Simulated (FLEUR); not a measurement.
# PrSF: parallel and opposed starts

A self-consistent run ends on one state, which hangs on the start. Several orders of PrSF are started in FLEUR and their energies compared.

Calculated with FLEUR MaX-R8.1; PBEsol with U = 7.5 eV on Pr f; all-electron FLAPW, Dirac cores, scalar-relativistic bands.

Most raw output is cut from this account.

## 1. Starting point

It takes space group P4/nmm (No. 129, tetragonal). Conventional cell: a = 3.963 Å, b = 3.963 Å, c = 6.927 Å, α = 90.00°, β = 90.00°, γ = 90.00°. Nearest to Pr lie 4 F at 2.54 Å and 5 S at 2.90 to 2.92 Å. Nearest to S lie 5 Pr at 2.90 to 2.92 Å. F has 4 Pr at 2.54 Å nearest. Farther neighbours and most contacts between anions are not listed.

Coordinates:

```xyz
6
Lattice="3.9627 0.0000 0.0000 0.0000 3.9627 0.0000 0.0000 0.0000 6.9273" Properties=species:S:1:pos:R:3 pbc="T T T"
Pr    1.9813    0.0000    1.5954
Pr    0.0000    1.9813    5.3319
S     1.9813    0.0000    4.5000
S     0.0000    1.9813    2.4273
F     0.0000    0.0000    0.0000
F     1.9813    1.9813    0.0000
```

## 2. Order 1, typed as ferro ++

The parallel start comes first: it shows whether parallel moments hold. The U counters the self-interaction that shrinks the moments of a localised shell.

The file n_mmp_mat seeds the f occupations with whole cubic orbitals by Hund's first rule, so that the U acts from the first pass. inpgen writes inp.xml from crystal.txt; cutoffs, mixing, functional, smearing and local orbitals are then set in the file. The k list default-1 (kpts.xml, not shown) is a Γ-centred 6×6×6 mesh; where the ranks do not divide the number of points, some are split in two of half the weight.

Input file inp.xml:

```
<?xml version="1.0" encoding="UTF-8" standalone="no"?>
<fleurInput fleurInputVersion="0.39">
   <comment>
      PrSF
   </comment>
   <calculationSetup>
      <cutoffs Kmax="3.6" Gmax="10.8" GmaxXC="10.8" numbands="0"/>
      <scfLoop itmax="130" minDistance="0.0001" maxIterBroyd="15" imix="Anderson" alpha="0.05" precondParam="0.0" spinf="2.0" sdNocoIR="T"/>
      <coreElectrons ctail="T" frcor="F" kcrel="0" coretail_lmax="0"/>
      <xcFunctional name="PBEs" relativisticCorrections="F"/>
      <magnetism jspins="2"/>
      <soc l_soc="F" theta="0.0" phi="0.0" spav="F"/>
      <expertModes spex="0" secvar="F"/>
      <geometryOptimization l_f="F" forcealpha="1.0" forcemix="BFGS" epsdisp="0.00001" epsforce="0.00001"/>
      <ldaU l_linMix="F" mixParam="0.05" spinf="1.0"/>
   </calculationSetup>
   <cell>
      <bzIntegration valenceElectrons="52.0" mode="hist" fermiSmearingEnergy="0.00110248">
         <kPointListSelection listName="default-1"/>
         <xi:include xmlns:xi="http://www.w3.org/2001/XInclude" href="kpts.xml"> </xi:include>
      </bzIntegration>
      <xi:include xmlns:xi="http://www.w3.org/2001/XInclude" href="sym.xml"> </xi:include>
      <bulkLattice scale="1.0">
         <bravaisMatrix>
            <row-1>    7.4884177139524191     0.0000000000000000     0.0000000000000000</row-1>
            <row-2>    0.0000000000000000     7.4884177139524191     0.0000000000000000</row-2>
            <row-3>    0.0000000000000000     0.0000000000000000    13.0906997829415790</row-3>
         </bravaisMatrix>
      </bulkLattice>
   </cell>
   <atomSpecies>
      <species name="Praseodymi2.001" element="Pr" atomicNumber="59">
         <mtSphere radius="2.8" gridPoints="925" logIncrement="0.014"/>
         <atomicCutoffs lmax="10" lnonsphr="8"/>
         <electronConfig flipSpins="F">
            <coreConfig>(1s1/2) (2s1/2) (2p1/2) (2p3/2) (3s1/2) (3p1/2) (3p3/2) (4s1/2) (3d3/2) (3d5/2) (4p1/2) (4p3/2) (4d3/2) (4d5/2)</coreConfig>
            <valenceConfig>(5s1/2) (5p1/2) (5p3/2) (6s1/2) (4f5/2) (4f7/2)</valenceConfig>
            <stateOccupation state="(4f5/2)" spinUp="0.7862142857143" spinDown="0.4995"/>
            <stateOccupation state="(4f7/2)" spinUp="1.7142857142857" spinDown="0.0"/>
         </electronConfig>
         <energyParameters s="6" p="6" d="5" f="4"/>
         <ldaU l="3" U="7.5" J="0.0" l_amf="F"/>
         <lo type="SCLO" l="0" n="5" eDeriv="0"/>
         <lo type="SCLO" l="1" n="5" eDeriv="0"/>
      </species>
      <species name="Sulfur (S)" element="S" atomicNumber="16">
         <mtSphere radius="2.55" gridPoints="843" logIncrement="0.014"/>
         <atomicCutoffs lmax="10" lnonsphr="8"/>
         <electronConfig flipSpins="F">
            <coreConfig>(1s1/2) (2s1/2) (2p1/2) (2p3/2)</coreConfig>
            <valenceConfig>(3s1/2) (3p1/2) (3p3/2)</valenceConfig>
            <stateOccupation state="(3p1/2)" spinUp="0.666667" spinDown="0.666667"/>
            <stateOccupation state="(3p3/2)" spinUp="1.333333" spinDown="1.333333"/>
         </electronConfig>
         <energyParameters s="3" p="3" d="3" f="4"/>
      </species>
      <species name="Fluorine (F)" element="F" atomicNumber="9">
         <mtSphere radius="1.69" gridPoints="559" logIncrement="0.019"/>
         <atomicCutoffs lmax="6" lnonsphr="4"/>
         <electronConfig flipSpins="F">
            <coreConfig>(1s1/2)</coreConfig>
            <valenceConfig>(2s1/2) (2p1/2) (2p3/2)</valenceConfig>
            <stateOccupation state="(2p1/2)" spinUp="0.833333" spinDown="0.833333"/>
            <stateOccupation state="(2p3/2)" spinUp="1.666667" spinDown="1.666667"/>
         </electronConfig>
         <energyParameters s="2" p="2" d="3" f="4"/>
      </species>
   </atomSpecies>
   <atomGroups>
      <atomGroup species="Praseodymi2.001">
         <relPos label="                   1">1.000/4.000 -1.000/4.000 .2303100000</relPos>
         <relPos label="                   2">-1.000/4.000 1.000/4.000 -.2303100000</relPos>
         <force calculate="T" relaxXYZ="TTT"/>
      </atomGroup>
      <atomGroup species="Sulfur (S)">
         <relPos label="                   3">1.000/4.000 -1.000/4.000 -.3504000000</relPos>
         <relPos label="                   4">-1.000/4.000 1.000/4.000 .3504000000</relPos>
         <force calculate="T" relaxXYZ="TTT"/>
      </atomGroup>
      <atomGroup species="Fluorine (F)">
         <relPos label="                   5">-1.000/4.000 -1.000/4.000 .0000000000</relPos>
         <relPos label="                   6">1.000/4.000 1.000/4.000 .0000000000</relPos>
         <force calculate="T" relaxXYZ="TTT"/>
      </atomGroup>
   </atomGroups>
   <output dos="F" band="F" slice="F">
      <bandDOS minEnergy="-.5*Htr" maxEnergy="0.5*Htr" sigma="0.015" storeEVData="T"/>
      <plotting iplot="0" polar="F">
         <plot TwoD="T" vec1="  1.0  0.0  0.0" vec2="  0.0  1.0  0.0" vec3="  0.0  0.0  1.0" zero="  0.0  0.0  0.0" file="plot"/>
      </plotting>
      <moessbauerParams electricFieldGradient="F" isomerShift="F" coreHyperfine="F" valenceHyperfine="F"/>
   </output>
</fleurInput>
```

Input file crystal.txt:

```
PrSF
&input film=F cartesian=F /
3.96270000000  0.00000000000  0.00000000000
0.00000000000  3.96270000000  0.00000000000
0.00000000000  0.00000000000  6.92730000000
1.8897261246
1.0 1.0 1.0

6
59 0.50000000000  0.00000000000  0.23031000000 : 2.001
59 0.00000000000  0.50000000000  0.76969000000 : 2.001
16 0.50000000000  0.00000000000  0.64960000000
16 0.00000000000  0.50000000000  0.35040000000
9 0.00000000000  0.00000000000  0.00000000000
9 0.50000000000  0.50000000000  0.00000000000

&kpt div1=6 div2=6 div3=6 gamma=T /
```

On the command line:

```
> OMP_NUM_THREADS=1 inpgen -f crystal.txt > inpgen.log  # inp.xml is then edited as shown
> OMP_NUM_THREADS=1 mpirun -n 4 fleur_MPI > fleur.log
```

Run time: 70 s. Hardware: 4 MPI ranks of Arm Neoverse V1, shared host; peak memory 0.35 GiB.

Spin moment in the muffin-tin sphere by atom:

| atom | spin moment in the muffin-tin sphere (μB) |
| --- | --- |
| Pr1 | 2.00 |
| Pr2 | 2.00 |
| S3 | -0.02 |
| S4 | -0.02 |
| F5 | -0.01 |
| F6 | -0.01 |

Read from the output:

```
free energy                                                       : -529953.5612 eV
program's band gap on this mesh (in a metal only a level spacing) : 1.217 eV
magnetization                                                     : 4 μB
final state                                                       : ferromagnetic
```

After 19 cycles the largest moment stands at 2.00 μB.

## 3. Start 2: antiferro +-

Another pattern of signs weighs the neighbour shells otherwise.

Edit inp.xml of step 2 so:

```diff
@@ -45,2 +45,16 @@
       </species>
+      <species name="Praseodymi-2.001" element="Pr" atomicNumber="59">
+         <mtSphere radius="2.8" gridPoints="925" logIncrement="0.014"/>
+         <atomicCutoffs lmax="10" lnonsphr="8"/>
+         <electronConfig flipSpins="F">
+            <coreConfig>(1s1/2) (2s1/2) (2p1/2) (2p3/2) (3s1/2) (3p1/2) (3p3/2) (4s1/2) (3d3/2) (3d5/2) (4p1/2) (4p3/2) (4d3/2) (4d5/2)</coreConfig>
+            <valenceConfig>(5s1/2) (5p1/2) (5p3/2) (6s1/2) (4f5/2) (4f7/2)</valenceConfig>
+            <stateOccupation state="(4f5/2)" spinUp="0.4995" spinDown="0.7862142857143"/>
+            <stateOccupation state="(4f7/2)" spinUp="0.0" spinDown="1.7142857142857"/>
+         </electronConfig>
+         <energyParameters s="6" p="6" d="5" f="4"/>
+         <ldaU l="3" U="7.5" J="0.0" l_amf="F"/>
+         <lo type="SCLO" l="0" n="5" eDeriv="0"/>
+         <lo type="SCLO" l="1" n="5" eDeriv="0"/>
+      </species>
       <species name="Sulfur (S)" element="S" atomicNumber="16">
@@ -70,4 +84,7 @@
       <atomGroup species="Praseodymi2.001">
-         <relPos label="                   1">1.000/4.000 -1.000/4.000 .2303100000</relPos>
-         <relPos label="                   2">-1.000/4.000 1.000/4.000 -.2303100000</relPos>
+         <relPos label="                   1">1.000/2.000 .0000000000 .2303100000</relPos>
+         <force calculate="T" relaxXYZ="TTT"/>
+      </atomGroup>
+      <atomGroup species="Praseodymi-2.001">
+         <relPos label="                   2">.0000000000 1.000/2.000 -.2303100000</relPos>
          <force calculate="T" relaxXYZ="TTT"/>
@@ -75,4 +92,7 @@
       <atomGroup species="Sulfur (S)">
-         <relPos label="                   3">1.000/4.000 -1.000/4.000 -.3504000000</relPos>
-         <relPos label="                   4">-1.000/4.000 1.000/4.000 .3504000000</relPos>
+         <relPos label="                   3">1.000/2.000 .0000000000 -.3504000000</relPos>
+         <force calculate="T" relaxXYZ="TTT"/>
+      </atomGroup>
+      <atomGroup species="Sulfur (S)">
+         <relPos label="                   4">.0000000000 1.000/2.000 .3504000000</relPos>
          <force calculate="T" relaxXYZ="TTT"/>
@@ -80,4 +100,4 @@
       <atomGroup species="Fluorine (F)">
-         <relPos label="                   5">-1.000/4.000 -1.000/4.000 .0000000000</relPos>
-         <relPos label="                   6">1.000/4.000 1.000/4.000 .0000000000</relPos>
+         <relPos label="                   5">.0000000000 .0000000000 .0000000000</relPos>
+         <relPos label="                   6">1.000/2.000 1.000/2.000 .0000000000</relPos>
          <force calculate="T" relaxXYZ="TTT"/>
```

Edit crystal.txt of step 2 so:

```diff
@@ -10,3 +10,3 @@
 59 0.50000000000  0.00000000000  0.23031000000 : 2.001
-59 0.00000000000  0.50000000000  0.76969000000 : 2.001
+59 0.00000000000  0.50000000000  0.76969000000 : -2.001
 16 0.50000000000  0.00000000000  0.64960000000
```

The job ended after 2.5 min (4 MPI ranks; peak memory 0.46 GiB; 10 min of CPU time).

Spin moment in the muffin-tin sphere by atom:

| atom | spin moment in the muffin-tin sphere (μB) |
| --- | --- |
| Pr1 | 2.01 |
| Pr2 | -2.01 |
| S3 | 0.01 |
| S4 | -0.01 |
| F5 | 0.00 |
| F6 | 0.00 |

Read from the output:

| Property | Result |
| --- | --- |
| free energy | -529953.5613 eV |
| program's band gap on this mesh (in a metal only a level spacing) | 1.280 eV |
| magnetization | 0 μB |
| final state | antiferromagnetic |

It lies level with the first start, and its largest moment is 2.01 μB against 2.00 μB.

## 4. Ranking

Free energies are divided by the number of seeded atoms.

Orders:

| start | final state | typed order kept | energy over the lowest (meV a seeded atom) | largest sphere moment (μB) | net moment (μB a primitive cell) | mesh matched | CPU time (s) |
| --- | --- | --- | --- | --- | --- | --- | --- |
| ferro ++ | ferromagnetic | yes | 0.03803 | 2.005 | 4 | yes | 279.6 |
| antiferro +- | antiferromagnetic | yes | 0 | 2.006 | 0 | yes | 599.2 |

## 5. Spin–orbit coupling, moments along [001]

Spin–orbit coupling ties the spins to the lattice and lets orbital moments form.

A new self-consistent run of the start antiferro +-, with the moments along z. Here n_mmp_mat seeds f states of whole m by Hund's three rules.

Edit inp.xml of step 2 so:

```diff
@@ -6,3 +6,3 @@
    <calculationSetup>
-      <cutoffs Kmax="3.6" Gmax="10.8" GmaxXC="10.8" numbands="0"/>
+      <cutoffs Kmax="3.6" Gmax="10.8" GmaxXC="10.8" numbands="172"/>
       <scfLoop itmax="130" minDistance="0.0001" maxIterBroyd="15" imix="Anderson" alpha="0.05" precondParam="0.0" spinf="2.0" sdNocoIR="T"/>
@@ -11,3 +11,3 @@
       <magnetism jspins="2"/>
-      <soc l_soc="F" theta="0.0" phi="0.0" spav="F"/>
+      <soc l_soc="T" theta="0.0" phi="0.0" spav="F"/>
       <expertModes spex="0" secvar="F"/>
@@ -45,2 +45,16 @@
       </species>
+      <species name="Praseodymi-2.001" element="Pr" atomicNumber="59">
+         <mtSphere radius="2.8" gridPoints="925" logIncrement="0.014"/>
+         <atomicCutoffs lmax="10" lnonsphr="8"/>
+         <electronConfig flipSpins="F">
+            <coreConfig>(1s1/2) (2s1/2) (2p1/2) (2p3/2) (3s1/2) (3p1/2) (3p3/2) (4s1/2) (3d3/2) (3d5/2) (4p1/2) (4p3/2) (4d3/2) (4d5/2)</coreConfig>
+            <valenceConfig>(5s1/2) (5p1/2) (5p3/2) (6s1/2) (4f5/2) (4f7/2)</valenceConfig>
+            <stateOccupation state="(4f5/2)" spinUp="0.4995" spinDown="0.7862142857143"/>
+            <stateOccupation state="(4f7/2)" spinUp="0.0" spinDown="1.7142857142857"/>
+         </electronConfig>
+         <energyParameters s="6" p="6" d="5" f="4"/>
+         <ldaU l="3" U="7.5" J="0.0" l_amf="F"/>
+         <lo type="SCLO" l="0" n="5" eDeriv="0"/>
+         <lo type="SCLO" l="1" n="5" eDeriv="0"/>
+      </species>
       <species name="Sulfur (S)" element="S" atomicNumber="16">
@@ -70,4 +84,7 @@
       <atomGroup species="Praseodymi2.001">
-         <relPos label="                   1">1.000/4.000 -1.000/4.000 .2303100000</relPos>
-         <relPos label="                   2">-1.000/4.000 1.000/4.000 -.2303100000</relPos>
+         <relPos label="                   1">1.000/2.000 .0000000000 .2303100000</relPos>
+         <force calculate="T" relaxXYZ="TTT"/>
+      </atomGroup>
+      <atomGroup species="Praseodymi-2.001">
+         <relPos label="                   2">.0000000000 1.000/2.000 -.2303100000</relPos>
          <force calculate="T" relaxXYZ="TTT"/>
@@ -75,4 +92,7 @@
       <atomGroup species="Sulfur (S)">
-         <relPos label="                   3">1.000/4.000 -1.000/4.000 -.3504000000</relPos>
-         <relPos label="                   4">-1.000/4.000 1.000/4.000 .3504000000</relPos>
+         <relPos label="                   3">1.000/2.000 .0000000000 -.3504000000</relPos>
+         <force calculate="T" relaxXYZ="TTT"/>
+      </atomGroup>
+      <atomGroup species="Sulfur (S)">
+         <relPos label="                   4">.0000000000 1.000/2.000 .3504000000</relPos>
          <force calculate="T" relaxXYZ="TTT"/>
@@ -80,4 +100,4 @@
       <atomGroup species="Fluorine (F)">
-         <relPos label="                   5">-1.000/4.000 -1.000/4.000 .0000000000</relPos>
-         <relPos label="                   6">1.000/4.000 1.000/4.000 .0000000000</relPos>
+         <relPos label="                   5">.0000000000 .0000000000 .0000000000</relPos>
+         <relPos label="                   6">1.000/2.000 1.000/2.000 .0000000000</relPos>
          <force calculate="T" relaxXYZ="TTT"/>
```

Edit crystal.txt of step 2 so:

```diff
@@ -10,3 +10,3 @@
 59 0.50000000000  0.00000000000  0.23031000000 : 2.001
-59 0.00000000000  0.50000000000  0.76969000000 : 2.001
+59 0.00000000000  0.50000000000  0.76969000000 : -2.001
 16 0.50000000000  0.00000000000  0.64960000000
@@ -16,2 +16,3 @@
 
+&soc 0.0000000 0.0000000 /
 &kpt div1=6 div2=6 div3=6 gamma=T /
```

Run time: 32 min. Hardware: 4 MPI ranks; peak memory 0.96 GiB.

The run was cut off at its time limit.

After 63 cycles the density distance stands at 2.2e-4 me/bohr³, above the threshold of 0.0001.

## 6. Results

```
lowest state found       : antiferromagnetic (typed antiferro +-)
largest site spin moment : 2.01 μB
next finished state      : ferromagnetic, 0.0380 meV a seeded atom higher
```

In words: The lowest state found is antiferromagnetic, reached from the start antiferro +-, with moments up to 2.01 μB. The two lowest states lie so close that the mesh, the functional or spin–orbit coupling could swap them. The self-consistent run with spin–orbit coupling gave no result. Only 2 starts were tried; other patterns of signs, canted and longer-period orders were not. Open f shells have many stationary orbital fillings, so the state need not be the lowest, and spin-only moments miss the orbital part.

[Logs and program files are shortened in this print: banners, set-up blocks, solver, clock and traceback lines can be left out without a mark of their own.]

[Logs are printed without paths, hosts, clocks, repeated set-up lines and the standing remarks that a program may print on its own settings, such as how far it seeks lower states.]

[Hosts, paths, dates, database ids (printed as entryN), source tags and the programs' standing remarks are cut or masked in the printed files.]

[Where a cell is said to come from a database of computed structures, the database is the Materials Project.]
